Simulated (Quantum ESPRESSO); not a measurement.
# Ionisation energy and electron affinity at BN(110), part 2 of 2

Wanted: ionisation energy, electron affinity and surface tilt of BN(110).

Quantum ESPRESSO 7.5; plane-wave DFT, PBE, GBRV ultrasoft pseudopotentials.

So far. Step 7 (Potential by pp.x of the relaxed slab): The vacuum is flat to 0.1 meV/Å, so its level is well defined. Inside the slab the curve depends on the local part of the pseudopotentials; only the vacuum level has a meaning of its own. Step 8 (Planar and running averages): Where the running mean is not flat inside, average.x's window, rounded to the grid, doesn't match the spacings there.

## Step 9: Projected density of states of the relaxed slab (continued)

Löwdin valence electrons by atom:

| atom | Löwdin valence electrons (e) |
| --- | --- |
| B1 | 2.46 |
| N2 | 5.46 |
| B3 | 2.62 |
| N4 | 5.34 |
| B5 | 2.64 |
| N6 | 5.34 |
| B7 | 2.64 |
| N8 | 5.33 |
| B9 | 2.64 |
| N10 | 5.33 |
| B11 | 2.64 |
| N12 | 5.33 |
| B13 | 2.64 |
| N14 | 5.34 |
| B15 | 2.62 |
| N16 | 5.34 |
| B17 | 2.46 |
| N18 | 5.46 |

The atomic orbitals miss 0.5 % of the occupied states; for empty states the projections can miss much more.

## Step 10: Ground state of the bulk crystal

The bulk crystal in a cell of two such layers; its band edges will be hung on the mean potential.

System of this step: BN, zinc blende at a = 3.63 Å. The structure is cubic, space group F-43m (No. 216). The conventional cell has a = 3.630 Å, b = 3.630 Å, c = 3.630 Å, α = 90.00°, β = 90.00°, γ = 90.00°. Nearest to B lie 4 N at 1.57 Å. Nearest to N lie 4 B at 1.57 Å. Farther neighbours and most contacts between anions are not listed.

The input, a.in:

```
&control
  prefix = 'a'
  outdir = './out'
  pseudo_dir = './pseudo'
  calculation = 'scf'
  tprnfor = .true.
/
&system
  ibrav = 0
  nat = 4
  ntyp = 2
  ecutwfc = 40
  ecutrho = 200
  occupations = 'smearing'
  smearing = 'fd'
  degauss = 0.002
/
&electrons
  conv_thr = 1e-08
  mixing_beta = 0.4
  electron_maxstep = 120
/
ATOMIC_SPECIES
  B   10.8100  b_pbe_v1.4.uspp.F.UPF
  N   14.0070  n_pbe_v1.2.uspp.F.UPF
CELL_PARAMETERS angstrom
  3.63000000000000 0.00000000000000 0.00000000000000
  0.00000000000000 2.56679761570717 0.00000000000000
  0.00000000000000 0.00000000000000 2.56679761570717
ATOMIC_POSITIONS crystal
  B   0.000000000000 0.000000000000 0.000000000000
  N   0.250000000000 0.500000000000 0.000000000000
  B   0.500000000000 0.500000000000 0.500000000000
  N   0.750000000000 0.000000000000 0.500000000000
K_POINTS automatic
  6 8 8 0 0 0
```

Launch:

```
$ OMP_NUM_THREADS=1 mpirun -n 4 pw.x -nk 4 -in a.in > a.out
```

The job ended after 2.2 s (4 MPI ranks of Arm Neoverse V1, shared host; peak memory 0.18 GiB).

Read from the output:

| Quantity | Value |
| --- | --- |
| free energy | -726.8224 eV |
| Fermi energy | 11.83 eV |

The run needed 8 iterations to bring the estimated error under 1e-08 Ry.

## Step 11: Band structure of the bulk crystal

The density is frozen and the levels are solved along a path.

a.bands.in, as its differences from the input of step 10:

```diff
@@ -1,7 +1,6 @@
 &control
-  prefix = 'a'
+  prefix = 'a.bands'
   outdir = './out'
   pseudo_dir = './pseudo'
-  calculation = 'scf'
-  tprnfor = .true.
+  calculation = 'bands'
 /
@@ -16,5 +15,6 @@
   degauss = 0.002
+  nbnd = 16
 /
 &electrons
-  conv_thr = 1e-08
+  conv_thr = 1e-07
   mixing_beta = 0.4
@@ -34,3 +34,9 @@
   N   0.750000000000 0.000000000000 0.500000000000
-K_POINTS automatic
-  6 8 8 0 0 0
+K_POINTS crystal_b
+6
+  0.0000000000 0.0000000000 0.0000000000 20
+  1.0000000000 0.0000000000 0.0000000000 1
+  0.0000000000 0.0000000000 0.0000000000 20
+  0.5000000000 0.0000000000 0.5000000000 1
+  0.0000000000 0.0000000000 0.0000000000 20
+  0.0000000000 0.5000000000 0.5000000000 1
```

Launch:

```
$ cp -r out/a.save out/a.bands.save
$ cp out/a.xml out/a.bands.xml
$ OMP_NUM_THREADS=1 mpirun -n 4 pw.x -nk 4 -in a.bands.in > a.bands.out
```

Wall time 1.8 s (4 MPI ranks); peak memory 0.11 GiB; 7 s of CPU time.

Read from the output:

| Property | Result |
| --- | --- |
| valence top, on the run's zero | 10.96 eV |
| conduction bottom, on the run's zero | 15.43 eV |
| gap by band count | 4.461 eV |

Band numbers count within the set of bands kept for display. Electronic bands along the path, in eV, zero at the Fermi level, which the smearing puts inside the gap; v1 is the highest filled band, c1 the lowest empty one:

| point | v4 | v3 | v2 | v1 | c1 | c2 |
| --- | --- | --- | --- | --- | --- | --- |
| L | -2.79 | -2.79 | -2.79 | -2.79 | 9.14 | 9.14 |
| halfway | -5.97 | -4.48 | -1.98 | -1.98 | 6.64 | 8.67 |
| Γ | -5.72 | -0.87 | -0.87 | -0.87 | 3.59 | 7.90 |
| halfway | -7.29 | -4.83 | -3.84 | -3.84 | 5.89 | 8.69 |
| X | -5.72 | -5.72 | -5.72 | -5.72 | 3.59 | 3.59 |

This cell folds an X point onto Γ; unfolded, the conduction bottom lies at X.

## Step 12: Potential by pp.x of the bulk crystal

The input, a.pot.in:

```
&inputpp
  prefix = 'a'
  outdir = './out'
  filplot = 'a.pot.dat'
  plot_num = 11
/
```

Launch:

```
$ OMP_NUM_THREADS=1 mpirun -n 4 pp.x -in a.pot.in > a.pot.out
```

Run time: 0.67 s. Hardware: 4 MPI ranks; peak memory 0.11 GiB; 2.4 s of CPU time.

Electrostatic potential energy of an electron; zero at the Fermi level, which the smearing puts inside the gap. The potential energy, planar mean by z:

| z (Å) | potential energy, planar mean (eV) |
| --- | --- |
| 0.000 | -15.6 |
| 0.107 | -14.8 |
| 0.214 | -12.7 |
| 0.321 | -9.78 |
| 0.428 | -6.93 |
| 0.535 | -4.95 |
| 0.642 | -4.30 |
| 0.749 | -4.95 |
| 0.856 | -6.93 |
| 0.963 | -9.78 |
| 1.069 | -12.7 |
| 1.176 | -14.8 |
| 1.283 | -15.6 |
| 1.390 | -14.8 |
| 1.497 | -12.7 |
| 1.604 | -9.78 |
| 1.711 | -6.93 |
| 1.818 | -4.95 |
| 1.925 | -4.30 |
| 2.032 | -4.95 |
| 2.139 | -6.93 |
| 2.246 | -9.78 |
| 2.353 | -12.7 |
| 2.460 | -14.8 |

## Step 13: Planar and running averages

The input, a.avg.in:

```
1
a.pot.dat
1.0
40
3
4.8505445110
```

Launch:

```
$ OMP_NUM_THREADS=1 average.x < a.avg.in > a.avg.out
```

Elapsed: 0.45 s, on 1 MPI rank; peak memory 0.11 GiB.

Numbers from this step:

| Item | Value |
| --- | --- |
| average.x's running mean over the crystal, on the run's own zero | 1.993 eV |
| mean potential by an exact Fourier window over the crystal, on the run's own zero | 1.993 eV |

## Step 14: By hand

In the relaxed slab the vacuum level is 7.845 eV and the mean potential in the middle -8.212 eV, on the run's zero. In the bulk the valence top lies 8.971 eV over the mean potential. So IE = 7.845 − (-8.212) − 8.971 = 7.086 eV.

## Step 15: Results

| Item | Value |
| --- | --- |
| bulk valence top under the vacuum, relaxed face | 7.09 eV |
| bulk conduction bottom under the vacuum, relaxed face | 2.62 eV |
| bulk valence top under the vacuum, ideal face | 6.37 eV |
| buckling angle of the top chain, seen along the chain | 17.8 degrees |
| gap of the slab on the mesh | 2.49 eV |
| bulk gap along the path | 4.46 eV |

At the relaxed face the bulk valence top lies 7.09 eV under the vacuum level and the conduction bottom 2.62 eV (PBE, GBRV ultrasoft). The top N atom ends 0.21 Å above its B neighbour, a buckling angle of 18° seen along the chain. Relaxation moves the ionisation energy by +0.72 eV, a change of the surface dipole alone, since the bulk levels are the same. The slab's gap of 2.49 eV lies under the bulk's 4.46 eV, so surface states stand in the gap. These are Kohn-Sham levels: semilocal valence tops lie too high and gaps are too small, so real ionisation energies are mostly larger. The lattice constant was set to 3.63 Å, near the PBE value; the thickness was not varied.

[Logs are printed without paths, hosts, clocks, repeated set-up lines and the standing remarks that a program may print on its own settings, such as how far it seeks lower states.]

[Hosts, paths, dates, database ids (printed as entryN), source tags and the programs' standing remarks are cut or masked in the printed files.]

[Maps of the electrostatic potential energy from Ansatz leave out the sawtooth potential of an applied field or a dipole correction, so their vacuum need not be flat; planar profiles and work functions include it.]
